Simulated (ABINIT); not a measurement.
**GaN (F-43m): a self-consistent loop beyond G0W0, cycle by cycle**

The structure is cubic, space group F-43m (No. 216). Conventional cell: a = 4.507 Å, b = 4.507 Å, c = 4.507 Å, α = 90.00°, β = 90.00°, γ = 90.00°. Ga has 4 N at 1.95 Å nearest. Nearest to N lie 4 Ga at 1.95 Å. Farther neighbours, and contacts between anions beyond the nearest, are not listed.

```xyz
2
Lattice="0.0000 2.2535 2.2535 2.2535 0.0000 2.2535 2.2535 2.2535 0.0000" Properties=species:S:1:pos:R:3 pbc="T T T"
Ga    0.0000    0.0000    0.0000
N     3.3803    3.3803    3.3803
```

| Quantity | Value |
| --- | --- |
| method | RPA screening on PBE, plane waves, norm-conserving pseudopotentials (and 3 further levels or steps) |
| program | ABINIT 10.8.3 |
| settings | cutoff 45 Ha, PseudoDojo scalar-relativistic 0.4 stringent, norm-conserving, potential set dojo-sr-pbe-0.4-stringent, ngkpt (6, 6, 6), nband 182, ecuteps 13.2 Ha, inclvkb 2, shiftk (0, 0, 0), symchi 1, awtr 1, frequency ppm, 6×6×6 k-mesh |
| cost | 6 runs, 2 h in all on 8 MPI ranks of Arm Neoverse N1, shared host |
| notes | The cell and positions are those that the Materials Project relaxed with its own functionals (PBE, PBE+U or r2SCAN), kept fixed. This is not the form that GaN usually takes at ambient conditions. Limits: no spin-orbit coupling. The first cycle of evGW0 takes the full correction, without the factor Z, so it overshoots the one-shot value. |
| G0W0 | 2.632 eV |
| evGW0, cycle 1 | 2.852 eV |
| evGW0, cycle 2 | 2.779 eV |
| evGW0, cycle 3 | 2.780 eV |
| known limits | short of the basis limit; no spin-orbit coupling |

Only the bands that the input lists are updated; the higher empty ones keep the functional's energies. evGW0 ends at 2.78 eV, +0.15 eV from G0W0, after 3 cycles that took 1.8 h beside the first screening; the last moved the gap by 0.001 eV.

[Long decimals in the printed logs are rounded to 6 places.]

[Logs are printed without paths, hosts, clocks, repeated set-up lines and the standing remarks that a program may print on its own settings, such as how far it seeks lower states.]

[Paths, hosts, dates, memory and timing lines, banners, echoed tables and standing remarks are left out of the program output; an Ansatz launch command may be rebuilt from the run's recorded settings. Measured values are a selection of at most five: reports struck by readers or far from the other reports are left out. None is set beside runs whose start may be inverted or whose files or cutoffs have a known fault.]

[Runs of the session that timed out or met a known fault of the program may be left out.]

[Hosts, paths, dates, database ids (printed as entryN), source tags and the programs' standing remarks are cut or masked in the printed files.]

[G0W0 gaps are taken among the corrected bands and points alone; a level outside them can change the order at an edge.]

[Where Ansatz stands beside ABINIT at settings called matched, ABINIT's density can come from a denser mesh and the files from another edition; pairs whose starting gaps differed by over 0.03 eV were left out, so agreement reads better than it is.]
